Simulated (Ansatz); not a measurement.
# BaCeSe3 (model cell, started as cubic perovskite with Ce in the octahedra): a soft mode frozen in, part 2 of 2

Wanted: the energy along a soft mode of BaCeSe3 (model cell, started as cubic perovskite with Ce in the octahedra) and the structure at the end.

Ansatz 0.2.0; DFT PBEsol, scalar-relativistic, plane waves, PAW; PAW set soft_1.

So far, highest frequency on the path or at a solved wavevector (cm⁻¹): step 2 (the dispersion) 271. Also lowest frequency on the path (cm⁻¹): step 2 -70.3.

The structure was built from a prototype and need not be the compound's stable phase.

## Step 5: Energy along the mode, all amplitudes (two of the runs are shown above)

An imaginary frequency means negative curvature, so the energy should fall and then rise again as anharmonic terms take over.

Numbers from this step:

| Property | Result |
| --- | --- |
| depth at the lowest point sampled | 65.73 meV/atom |
| largest atomic shift at that point | 0.6 Å |

Table of energy from the parent by largest atomic shift:

| largest atomic shift (Å) | energy from the parent (meV/atom) |
| --- | --- |
| 0.000 | 0 |
| 0.040 | -0.459 |
| 0.080 | -1.82 |
| 0.140 | -5.49 |
| 0.220 | -13.1 |
| 0.320 | -25.9 |
| 0.450 | -45.2 |
| 0.600 | -65.7 |

Displacement at unit largest shift by atom:

| atom | x (Å) | y (Å) | z (Å) | size |
| --- | --- | --- | --- | --- |
| Ba1 | 0.00 | 0.00 | 0.00 | 0.00 |
| Ba2 | 0.00 | 0.00 | 0.00 | 0.00 |
| Ce3 | 0.00 | 0.00 | 0.00 | 0.00 |
| Ce4 | 0.00 | 0.00 | 0.00 | 0.00 |
| Se5 | -1.00 | 0.00 | 0.00 | 1.00 |
| Se6 | 1.00 | 0.00 | 0.00 | 1.00 |
| Se7 | 0.00 | 0.00 | 0.00 | 0.00 |
| Se8 | 0.00 | 0.00 | 0.00 | 0.00 |
| Se9 | 0.00 | 0.00 | 1.00 | 1.00 |
| Se10 | 0.00 | 0.00 | -1.00 | 1.00 |

The lowest of the steps tried is the last one, at 0.6 Å, 65.7 meV/atom below the parent; the bottom of the well need not coincide with a step.

## Step 6: Relaxation from the frozen mode

Starting from the lowest point found, all atoms and the cell are let go, so that strain and other modes of the same symmetry can join in.

Input file input.yaml:

```yaml
crystal:
  lattice:
    - [5.4631095288, 5.4631095288, 0.0]
    - [5.4631095288, 0.0, 5.4631095288]
    - [5.4631095288, 0.0, -5.4631095288]
  atoms:
    - { symbol: Ba, position: [0.0, 0.0, 0.0] }
    - { symbol: Ba, position: [0.0, 0.5, 0.5] }
    - { symbol: Ce, position: [0.5, 0.25, 0.75] }
    - { symbol: Ce, position: [0.5, 0.75, 0.25] }
    - { symbol: Se, position: [0.5, -0.054913781, -0.054913781] }
    - { symbol: Se, position: [0.5, 0.554913781, 0.554913781] }
    - { symbol: Se, position: [0.0, 0.5, 0.0] }
    - { symbol: Se, position: [0.0, 0.0, 0.5] }
    - { symbol: Se, position: [0.5, 0.054913781, 0.445086219] }
    - { symbol: Se, position: [0.5, 0.445086219, 1.054913781] }
kpoints:
  mp_grid: { grid: [6, 6, 6] }
hamiltonian:
  xc: pbesol
  pseudopotentials: { kind: paw, azcp: { folder: soft_1 }, xc_functional: pbe }
scf:
  occupations: { method: fixed }
output:
  forces: true
  stress: true
  eigenvalues: true
relax:
  adjacent_minimum: "off"
  f_tol: 0.002
  max_steps: 120
  cell: { stress_tol: 0.03 }
```

Command:

```sh
ansatz run input.yaml --threads 4 --pin off --max-ram 16384MiB --backend cpu --events-out ev --progress --plain --runs-dir out
```

Numbers of over 12 decimals in the logs are rounded to 6 here.

The program printed:

```text
[...]
Crystal: 10 atoms, lattice volume = 326.099 Å³
Basis set: ecut = 420 eV, 6375 PW (Γ), exchange–correlation on 108×108×108 points (8 copies of the dense FFT grid, shifted against one another)
Bands: 84, of which v1, the nominal top of the filled ones, is band 70 counted from 1 (69 counted from 0)
Symmetry: 16 space group operations
[...]
k-points: 30 of 216
[...]
SCF iter   1: F=—  HF=-57275.391500 eV  |F-HF|=—  |Δ(HF+E_count)|=         —  Δρ=3.55e-1  dr2=6.76e2  ethr=3.10e-3  ⟨swp⟩=4.0  Hψ=7700  notcnv=0  defer=257
[...]
SCF iter  16: F=-57258.019305 eV  HF=-57258.019305 eV  |F-HF|=1.81e-8  |Δ(HF+E_count)|=   1.93e-8  Δρ=2.01e-6  dr2=2.04e-8  ethr=7.14e-11  ⟨swp⟩=11.2  Hψ=14201  notcnv=0
SCF 1 converged in 16 iterations: F = -57258.019305 eV  dr2 = 2.04e-8
[...]
relax step   1: F+E_penalty+E_count = -57258.01930503 eV  Δ(F+E_penalty+E_count) = +0.000e0 eV  max|allowed force component| = 2.871e-1 eV/Å  Δτ_max = 0.0000 Å  P = -1.121 GPa  Ω = 326.099 Å³  (16 SCF iters, dr2 threshold 1.00e-7 eV, accepted)
Crystal: 10 atoms, lattice volume = 314.570 Å³
Basis set: ecut = 420 eV, 6107 PW (Γ), exchange–correlation on 108×108×108 points (8 copies of the dense FFT grid, shifted against one another)
[...]
iter 1 solved again at ethr=1.87e-4 eV; its pass at ethr=3.10e-3 eV (dr2=2.62e-1 eV) is discarded
[...]
SCF iter   9: F=-57258.286058 eV  HF=-57258.286058 eV  |F-HF|=7.46e-8  |Δ(HF+E_count)|=   6.19e-8  Δρ=5.62e-6  dr2=1.64e-7  ethr=7.14e-10  ⟨swp⟩=9.2  Hψ=15593  notcnv=0
SCF 2 converged in 9 iterations: F = -57258.286058 eV  dr2 = 1.64e-7
[...]
relax step   2: F+E_penalty+E_count = -57258.28605779 eV  Δ(F+E_penalty+E_count) = -2.668e-1 eV  max|allowed force component| = 1.873e-1 eV/Å  Δτ_max = 0.1732 Å  P = -0.121 GPa  Ω = 314.570 Å³  energy of the carried Pulay correction = +5.717e-4 eV  (9 SCF iters, dr2 threshold 1.00e-6 eV, accepted)
Crystal: 10 atoms, lattice volume = 312.503 Å³
[...]
SCF iter   9: F=-57258.315803 eV  HF=-57258.315803 eV  |F-HF|=3.08e-8  |Δ(HF+E_count)|=   1.82e-7  Δρ=9.98e-6  dr2=3.11e-7  ethr=7.14e-10  ⟨swp⟩=11.7  Hψ=15650  notcnv=0
SCF 3 converged in 9 iterations: F = -57258.315803 eV  dr2 = 3.11e-7
[...]
relax step   3: F+E_penalty+E_count = -57258.31580289 eV  Δ(F+E_penalty+E_count) = -2.975e-2 eV  max|allowed force component| = 2.176e-1 eV/Å  Δτ_max = 0.1953 Å  P = -0.563 GPa  Ω = 312.503 Å³  energy of the carried Pulay correction = +6.764e-4 eV  (9 SCF iters, dr2 threshold 1.00e-6 eV, accepted)
[...]
relax step   4: F+E_penalty+E_count = -57258.34670368 eV  Δ(F+E_penalty+E_count) = -3.090e-2 eV  max|allowed force component| = 2.641e-2 eV/Å  Δτ_max = 0.0813 Å  P = +0.058 GPa  Ω = 310.332 Å³  energy of the carried Pulay correction = +7.871e-4 eV  (8 SCF iters, dr2 threshold 1.00e-6 eV, accepted)
[...]
relax step   5: F+E_penalty+E_count = -57258.34740861 eV  Δ(F+E_penalty+E_count) = -7.049e-4 eV  max|allowed force component| = 1.803e-3 eV/Å  Δτ_max = 0.0112 Å  P = +0.002 GPa  Ω = 310.380 Å³  energy of the carried Pulay correction = +7.846e-4 eV  (8 SCF iters, dr2 threshold 4.36e-8 eV, accepted)
Basis set: ecut = 420 eV, 6091 PW (Γ), exchange–correlation on 108×100×100 points (8 copies of the dense FFT grid, shifted against one another)
[...]
SCF iter   8: F=-57258.346526 eV  HF=-57258.346526 eV  |F-HF|=2.91e-11  |Δ(HF+E_count)|=  3.35e-10  Δρ=6.82e-8  dr2=2.23e-11  ethr=1.00e-12  ⟨swp⟩=11.0  Hψ=14227  notcnv=0
SCF 6 converged in 8 iterations: F = -57258.346526 eV  dr2 = 2.23e-11
relax step   6: F+E_penalty+E_count = -57258.34652566 eV  Δ(F+E_penalty+E_count) = +8.829e-4 eV  max|allowed force component| = 1.843e-3 eV/Å  Δτ_max = 0.0000 Å  P = +0.004 GPa  Ω = 310.380 Å³  stress off target by 2.37e-2 GPa  SCF on the basis re-selected at this cell (its energy is not comparable with the rows above)  (8 SCF iters)
basis re-selected at this cell: Δ(F+E_penalty+E_count) = +8.829e-4 eV, ΔP = +0.002 GPa vs the last step (what re-selecting the basis moved, of the pressure what is left beyond the Pulay correction that the steps carried, after the strain that the cell walked since its last selection, with what the two solves' SCF thresholds leave and, on support functions, any second-order correction that the steps lacked; it is no measure of the basis error at this ecutwfc). The dense FFT grid was sized anew with the basis: this SCF ran on 54×50×50 points, the steps before it on 54×54×54, so part of this shift can come from that change (see relax.cell in the input reference). [rest of the remark cut]
SCF converged after 8 iterations
Free energy (F): -57258.346526 eV
[...]
Internal energy: -57258.346526 eV  (E = F + TS)
E sigma→0 (E₀):  -57258.346526 eV
Fermi energy:    7.320003 eV
[...]
--- Forces (eV/Å), atoms counted from 1 ---
  atom   1  Ba    -0.00000000     0.00000000     0.00000000
  atom   2  Ba    -0.00000000     0.00000000     0.00000000
  atom   3  Ce     0.00000000     0.00000000     0.00000000
  atom   4  Ce     0.00000000     0.00000000    -0.00000000
  atom   5  Se    -0.00184291     0.00000000     0.00000000
  atom   6  Se     0.00184291     0.00000000     0.00000000
  atom   7  Se    -0.00000000     0.00000000    -0.00000000
  atom   8  Se    -0.00000000     0.00000000     0.00000000
  atom   9  Se     0.00000000     0.00000000     0.00184291
  atom  10  Se     0.00000000     0.00000000    -0.00184291
  max |Σ_I F_I| component: 3.71e-18 eV/Å
--- Stress (GPa, compression-positive) ---
       -0.005195       0.000000       0.000000
        0.000000       0.023719       0.000000
        0.000000       0.000000      -0.005195
  P = ⅓ Tr σ = 0.0044 GPa (0.044 kbar)
--- Band table (eV; the first three rows and the last of 30) ---
  k-point 0: bands = [... 66 lower, 7.2081, 7.2081, 7.2647, 7.2647, 8.3867, 8.4045, 8.4045, 8.4103, ... 10 higher]
  k-point 1: bands = [... 66 lower, 7.1040, 7.1181, 7.2250, 7.2643, 8.3888, 8.4078, 8.4280, 8.4306, ... 10 higher]
  k-point 2: bands = [... 66 lower, 6.8706, 6.9830, 7.2690, 7.2864, 8.3943, 8.4047, 8.4445, 8.4617, ... 10 higher]
  k-point 29: bands = [... 66 lower, 6.6811, 6.7299, 7.2575, 7.2575, 8.3894, 8.3915, 8.4322, 8.4322, ... 10 higher]
--- Relaxed structure (5 steps of the walk, 5 accepted, 1 SCFs on fresh bases) ---
  F+E_penalty+E_count = -57258.34652566 eV   max|allowed force component| = 1.843e-3 eV/Å   (the final SCF, on the basis selected at the relaxed cell)
  cell:  # Å, volume = 310.3802 Å³
    - [5.271765, 5.584083, 0.0]
    - [5.271765, 0, 5.271765]
    - [5.271765, 0, -5.271765]
  atoms:
    - { symbol: Ba, position: [0, -3.4928749158606696e-19, -6.350681665201211e-19] }
    - { symbol: Ba, position: [0, 0.5, 0.5] }
    - { symbol: Ce, position: [0.5, 0.250000, 0.75] }
    - { symbol: Ce, position: [0.5, 0.75, 0.250000] }
    - { symbol: Se, position: [0.5, -0.082226, -0.082226] }
    - { symbol: Se, position: [0.5, 0.582226, 0.582226] }
    - { symbol: Se, position: [0, 0.5, 0.0] }
    - { symbol: Se, position: [0, 0.0, 0.5] }
    - { symbol: Se, position: [0.5, 0.082226, 0.417774] }
    - { symbol: Se, position: [0.5, 0.417774, 1.082226] }
```

Elapsed: 1.9 min, on 4 threads of Arm Neoverse V2, shared host; peak memory 1.3 GiB; 7.6 min of CPU time.

Step by step:

| step | energy less that of the first step (eV) | largest force component (eV/Å) | pressure (GPa) | volume (Å³) |
| --- | --- | --- | --- | --- |
| 1 | 0.0000 | 0.2871 | -1.12 | 326.10 |
| 2 | -0.2668 | 0.1873 | -0.12 | 314.57 |
| 3 | -0.2965 | 0.2176 | -0.56 | 312.50 |
| 4 | -0.3274 | 0.0264 | 0.06 | 310.33 |
| 5 | -0.3281 | 0.0018 | 0.00 | 310.38 |
| 6* | -0.3272 | 0.0018 | 0.00 | 310.38 |

Relaxation steps marked * repeat the geometry before them on a plane-wave basis chosen anew for their cell, so energy and pressure can jump there.

The run keeps the 16 symmetry operations that it works with, so distortions that break them were not tested.

| conventional cell, symmetrised | before | after | change |
| --- | --- | --- | --- |
| a (Å) | 7.726 | 7.455 | -3.5 % |
| b (Å) | 7.726 | 7.455 | -3.5 % |
| c (Å) | 10.926 | 11.168 | +2.2 % |
| volume (Å³/atom) | 32.61 | 31.04 | -4.8 % |

The atoms that moved most (Å, as changes of fractional coordinates times the final cell):

| atom | dx | dy | dz | length |
| --- | --- | --- | --- | --- |
| Se5 | -0.288 | 0.000 | 0.000 | 0.288 |
| Se6 | 0.288 | 0.000 | 0.000 | 0.288 |
| Se10 | 0.000 | 0.000 | -0.288 | 0.288 |
| Se9 | 0.000 | 0.000 | 0.288 | 0.288 |

This step gave:

```
pressure          : 0.004443 GPa
gap on the k-mesh : 1.065 eV
volume per atom   : 31.04 Å³
```

The distorted start has space group I4/mcm; the relaxation ends in I4/mcm.

## Step 7: The new phase in its own primitive cell

The relaxed structure is symmetrised, reduced to its primitive cell and relaxed tightly, as its phonons need.

input.yaml, the sections that differ from step 6:

```yaml
crystal:
  lattice:
    - [-3.7277007878, 3.7277007878, 5.5840829245]
    - [3.7277007878, -3.7277007878, 5.5840829245]
    - [3.7277007878, 3.7277007878, -5.5840829245]
  atoms:
    - { symbol: Ba, position: [0.75, 0.25, 0.5] }
    - { symbol: Ba, position: [0.25, 0.75, 0.5] }
    - { symbol: Ce, position: [0.0, 0.0, 0.0] }
    - { symbol: Ce, position: [0.5, 0.5, 0.0] }
    - { symbol: Se, position: [0.832226003, 0.332226003, 0.1644520059] }
    - { symbol: Se, position: [0.167773997, 0.667773997, 0.8355479941] }
    - { symbol: Se, position: [0.75, 0.75, 0.0] }
    - { symbol: Se, position: [0.25, 0.25, 0.0] }
    - { symbol: Se, position: [0.332226003, 0.167773997, 0.5] }
    - { symbol: Se, position: [0.667773997, 0.832226003, 0.5] }
relax:
  adjacent_minimum: "off"
  f_tol: 0.001
  max_steps: 60
  cell: { stress_tol: 0.01 }
# kpoints, hamiltonian, scf, output: as in step 6
```

The program printed:

```text
[...]
Crystal: 10 atoms, lattice volume = 310.380 Å³
Basis set: ecut = 420 eV, 6091 PW (Γ), exchange–correlation on 108×108×108 points (8 copies of the dense FFT grid, shifted against one another)
Bands: 84, of which v1, the nominal top of the filled ones, is band 70 counted from 1 (69 counted from 0)
Symmetry: 16 space group operations
[...]
k-points: 30 of 216
[...]
- { symbol: Ba, position: [0.250000, 0.75, 0.5] }
    - { symbol: Ce, position: [0, 0, 0] }
    - { symbol: Ce, position: [0.500000, 0.500000, 0] }
    - { symbol: Se, position: [0.832349, 0.332349, 0.164698] }
    - { symbol: Se, position: [0.167651, 0.667651, 0.835302] }
    - { symbol: Se, position: [0.750000, 0.750000, 0] }
    - { symbol: Se, position: [0.250000, 0.250000, 0] }
    - { symbol: Se, position: [0.332349, 0.167651, 0.5] }
    - { symbol: Se, position: [0.667651, 0.832349, 0.5] }
[key lines of the parts left out:]
SCF converged after 7 iterations
Free energy (F): -57258.346536 eV
Fermi energy:    7.320728 eV
P = ⅓ Tr σ = -0.0057 GPa (-0.057 kbar)
```

Wall time 64 s (4 threads); peak memory 1.3 GiB; 4.2 min of CPU time.

Little changed from the start: no atom moved by 0.005 Å and no cell edge by 0.1 %.

Numbers from this step:

| Property | Result |
| --- | --- |
| pressure | -0.005748 GPa |
| gap on the k-mesh | 1.063 eV |
| direct gap on mesh | 1.078 eV |

The largest force component left is 0.28 meV/Å and the pressure is -0.006 GPa, within the tolerances set. The cell now holds 31.04 Å³/atom.

## Step 8: Summary of results

* unstable mode of the parent: q = (-0.5, -0.5, -0.5), 70i cm⁻¹
* depth at the lowest point sampled: 65.7 meV/atom
* largest atomic shift at that point: 0.6 Å
* space group reached (within 0.01 Å): I4/mcm
* energy gained over the parent (first relaxation, on the mesh of the frozen mode): 98.5 meV/atom
* volume per atom, phase reached: 31.0 Å³
* gap on the k-mesh, phase reached: 1.06 eV

In words: Along this mode the structure falls into I4/mcm, 98.5 meV/atom below the parent. At the parent's cell the well is 65.73 meV/atom deep on the steps tried, with its lowest point at a shift of 0.6 Å. That is the last step tried, so the steps alone don't bracket the bottom of the well. Relaxing atoms and cell changes the gain by +32.72 meV/atom against the lowest step (energies at zero smearing). The modes of the phase reached were not computed on this path. Of the 4 patterns followed to their end from this parent, this one ends 1.94 meV/atom above the lowest, Imma. Each path keeps the symmetry of its pattern, so a lower phase may lie along a pattern not tried. The phonon runs are without spin polarisation, although Ce often carries a moment. The 4f shell is treated without a U, so valence and screening may be off. Spin-orbit coupling is left out, which can matter for the heavy elements here. The PAW files were made for PBE and serve the other functionals too. The starting cell was built on a prototype and not taken from a measurement, so the phase need not exist.

[Logs are printed without paths, hosts, clocks, repeated set-up lines and the standing remarks that a program may print on its own settings, such as how far it seeks lower states.]

[Hosts, paths, dates, database ids (printed as entryN), source tags and the programs' standing remarks are cut or masked in the printed files.]
